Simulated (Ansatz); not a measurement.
# Electron–phonon scattering in LuGe2 (Cmcm), part 4 of 4

Question: is the lattice of LuGe2 (Cmcm) stable, and if so, what are its coupling constant and resistivity?

Ansatz 0.2.0; DFT PBEsol, scalar-relativistic, plane waves, PAW; PAW set soft_1.

So far, coupling constant λ: step 4 (electron–phonon run: q 2×2×2, k 4×4×4, scattering 8×8×8) 0.570. Also log mean phonon energy ħω_log (meV): step 4 13.1. The relaxed cell has a, b, c = 3.961, 15.152, 3.843 Å (conventional setting).

### Step 5. Coupling and resistivity: q 2×2×2, k 6×6×6, scattering 8×8×8 (continued)

300 K. Table of cumulative share of the conductivity by mean free path:

| mean free path (nm) | along x | along y | along z |
| --- | --- | --- | --- |
| 1.58 | 0.00388 | 5.7e-4 | 1.0e-4 |
| 1.78 | 0.00402 | 6.4e-4 | 2.7e-4 |
| 2.00 | 0.00415 | 7.9e-4 | 3.0e-4 |
| 2.24 | 0.00575 | 0.00192 | 3.6e-4 |
| 2.51 | 0.0133 | 0.00329 | 8.2e-4 |
| 2.82 | 0.0206 | 0.0114 | 0.00174 |
| 3.16 | 0.0235 | 0.0153 | 0.00279 |
| 3.55 | 0.0345 | 0.0410 | 0.00780 |
| 3.98 | 0.0632 | 0.0483 | 0.0198 |
| 4.47 | 0.0903 | 0.0614 | 0.0622 |
| 5.01 | 0.171 | 0.0869 | 0.120 |
| 5.62 | 0.269 | 0.211 | 0.201 |
| 6.31 | 0.365 | 0.322 | 0.294 |
| 7.08 | 0.566 | 0.453 | 0.531 |
| 7.94 | 0.855 | 0.703 | 0.794 |
| 8.91 | 0.949 | 0.859 | 0.929 |
| 10 | 0.987 | 0.951 | 0.974 |

Resistivity by mesh:

| mesh | T (K) | mean rho (μΩ cm) |
| --- | --- | --- |
| 8x8x8 | 20 | 0.05483 |
| 8x8x8 | 300 | 21.77 |
| 8x8x8 | 800 | 59.34 |
| 4x4x4 | 20 | 0.05938 |
| 4x4x4 | 300 | 29.35 |
| 4x4x4 | 800 | 75.65 |

Rigid bands, phonons held. Table of density of states per spin and coupling constant by shift of the Fermi level:

| shift of the Fermi level (eV) | N (states/eV a spin) | λ |
| --- | --- | --- |
| -0.085 | 1.14 | 0.531 |
| -0.080 | 1.13 | 0.529 |
| -0.075 | 1.13 | 0.528 |
| -0.070 | 1.13 | 0.528 |
| -0.065 | 1.13 | 0.528 |
| -0.060 | 1.12 | 0.527 |
| -0.055 | 1.12 | 0.526 |
| -0.050 | 1.12 | 0.524 |
| -0.045 | 1.11 | 0.523 |
| -0.040 | 1.11 | 0.523 |
| -0.035 | 1.11 | 0.522 |
| -0.030 | 1.10 | 0.519 |
| -0.025 | 1.09 | 0.518 |
| -0.020 | 1.09 | 0.518 |
| -0.015 | 1.09 | 0.518 |
| -0.010 | 1.09 | 0.518 |
| -0.005 | 1.09 | 0.518 |
| 0.000 | 1.08 | 0.516 |
| 0.005 | 1.08 | 0.514 |
| 0.010 | 1.08 | 0.512 |
| 0.015 | 1.07 | 0.510 |
| 0.020 | 1.07 | 0.509 |
| 0.025 | 1.06 | 0.507 |
| 0.030 | 1.05 | 0.505 |
| 0.035 | 1.05 | 0.505 |
| 0.040 | 1.05 | 0.505 |
| 0.045 | 1.05 | 0.504 |
| 0.050 | 1.05 | 0.504 |
| 0.055 | 1.05 | 0.504 |
| 0.060 | 1.05 | 0.504 |
| 0.065 | 1.04 | 0.503 |
| 0.070 | 1.04 | 0.503 |
| 0.075 | 1.04 | 0.502 |
| 0.080 | 1.04 | 0.502 |
| 0.085 | 1.04 | 0.501 |

The share of the Fermi-level states by lambda of a state:

| lambda of a state | share of the Fermi-level states |
| --- | --- |
| 0.299 | 3.0e-4 |
| 0.320 | 0.0054 |
| 0.341 | 0.0022 |
| 0.361 | 0 |
| 0.382 | 1.0e-4 |
| 0.402 | 0.0153 |
| 0.423 | 0.0797 |
| 0.444 | 0.108 |
| 0.464 | 0.0951 |
| 0.485 | 0.149 |
| 0.505 | 0.068 |
| 0.526 | 0.129 |
| 0.547 | 0.0815 |
| 0.567 | 0.072 |
| 0.588 | 0.0351 |
| 0.608 | 0.0896 |
| 0.629 | 0.0277 |
| 0.650 | 0.005 |
| 0.670 | 0.0073 |
| 0.691 | 0.0145 |
| 0.711 | 0.0121 |
| 0.732 | 0.0026 |
| 0.753 | 1.0e-4 |
| 0.773 | 6.0e-4 |

Harmonic mean-square displacement, third of the trace. U eq, by row:

| T (K) | Lu1 U_eq (Å²) | Lu2 U_eq (Å²) | Ge3 U_eq (Å²) | Ge4 U_eq (Å²) | Ge5 U_eq (Å²) | Ge6 U_eq (Å²) |
| --- | --- | --- | --- | --- | --- | --- |
| 0 | 0.001 | 0.001 | 0.00198 | 0.00198 | 0.0018 | 0.0018 |
| 100 | 0.00194 | 0.00194 | 0.00319 | 0.00319 | 0.00315 | 0.00315 |
| 300 | 0.00522 | 0.00522 | 0.00818 | 0.00818 | 0.00812 | 0.00812 |
| 600 | 0.01032 | 0.01032 | 0.01608 | 0.01608 | 0.01596 | 0.01596 |

No LO-TO term; unit eigenvectors of the mass-weighted matrix. Modes at Γ, with each element's share of the kinetic energy:

| mode | frequency (cm⁻¹) | symmetry | Lu % | Ge % |
| --- | --- | --- | --- | --- |
| 1 | 0.0 | unnamed | 55 | 45 |
| 2 | 0.0 | unnamed | 55 | 45 |
| 3 | 0.0 | unnamed | 55 | 45 |
| 4 | 81.7 | B1u | 14 | 86 |
| 5 | 84.9 | B3u | 12 | 88 |
| 6 | 87.5 | B1g | 71 | 29 |
| 7 | 97.8 | unnamed | 16 | 84 |
| 8 | 98.8 | unnamed | 87 | 13 |
| 9 | 102.8 | Ag | 0 | 100 |
| 10 | 115.0 | Ag | 95 | 5 |
| 11 | 124.6 | B1g | 2 | 98 |
| 12 | 146.5 | B3g | 5 | 95 |
| 13 | 159.5 | B2u | 29 | 71 |
| 14 | 177.8 | unnamed | 31 | 69 |
| 15 | 179.3 | unnamed | 27 | 73 |
| 16 | 186.0 | Ag | 5 | 95 |
| 17 | 201.1 | B3u | 33 | 67 |
| 18 | 234.2 | B3g | 8 | 92 |

Displacements in mode 4 (81.7 cm⁻¹), the largest set to 1:
```
Lu1  0.00  0.00 -0.27
Lu2  0.00  0.00 -0.27
Ge3  0.00  0.00  1.00
Ge4  0.00  0.00  1.00
Ge5  0.00  0.00 -0.34
Ge6  0.00  0.00 -0.34
```

Displacements in mode 8 (98.8 cm⁻¹), the largest set to 1:
```
Lu1  0.00  0.00 -1.00
Lu2  0.00  0.00  1.00
Ge3  0.00  0.00  0.39
Ge4  0.00  0.00 -0.39
Ge5  0.00  0.00  0.47
Ge6  0.00  0.00 -0.47
```

By its own test the run is not converged in the mesh. λ = 0.516 and 21.8 μΩ cm at 300 K, against 0.570 and 23.8 in the run with q 2×2×2, k 4×4×4, scattering 8×8×8 (-9.4 % and -8.6 %). The run's own test puts 78 % between its two finest meshes on the component of the resistivity at 300 K that moves most, more than that change; on the next coarser mesh the mean ρ changes by -9.6 % between the two runs, against -8.6 % on the finest.

### Step 6. What came out

```
run                                             : PBEsol, q 2×2×2, k 6×6×6, scattering 8×8×8
coupling constant λ                             : 0.516
log mean phonon energy ħω_log                   : 13.9 meV
states at the Fermi level                       : 1.08 states/eV/spin/cell
resistivity at 300 K                            : 20.5, 28.8, 16.0 μΩ cm (xx, yy, zz)
Drude plasma energy                             : 5.67, 4.55, 6.43 eV (xx, yy, zz)
resistivity times mean free path                : 12.5, 19.0, 10.3 × 10⁻¹⁶ Ω m² (xx, yy, zz)
change between its two finest scattering meshes : λ 1 %, resistivity at 300 K 78 %
time of that run                                : 46 min
```

What this shows: On the last rung that gave a resistivity at the base settings (q 2×2×2, k 6×6×6, scattering 8×8×8), LuGe2 (Cmcm) has λ = 0.52 and a phonon-limited resistivity of 21.8 μΩ cm at 300 K. The coupling constant from the curve is λ = 0.52; modes below 15.2 meV give half. The coupling is moderate (λ = 0.52), so phonons raise the electrons' mass at the Fermi surface by about 52 %. Values of ρ(T) under 50 K rest on the softest modes, mostly interpolated ones, and are the least sure of the table. The high-temperature form ρ = 2π k_B T λ_tr/(ħ ε₀ ω_p²) gives 21.3 μΩ cm along x at 300 K, against 20.5 from the Boltzmann equation. Conduction is anisotropic: the resistivity differs by a factor of 1.8 between the axes. By their share in the modes' patterns, Ge atoms take 67 % of λ. The three lowest branches give 20 % of λ. By the run's own test, which takes the component that moves most, the resistivity at 300 K moves by 78 % between its two finest scattering meshes, so it is not converged. In the run quoted no mode is imaginary at the wavevectors of the 2×2×2 mesh; wavevectors off that mesh are interpolated. Only scattering by harmonic phonons counts; impurities, grain boundaries and thermal expansion are left out. The PAW files were made for PBE; under other functionals the run regenerates their frozen core.

[Logs are printed without paths, hosts, clocks, repeated set-up lines and the standing remarks that a program may print on its own settings, such as how far it seeks lower states.]

[Hosts, paths, dates, database ids (printed as entryN), source tags and the programs' standing remarks are cut or masked in the printed files.]
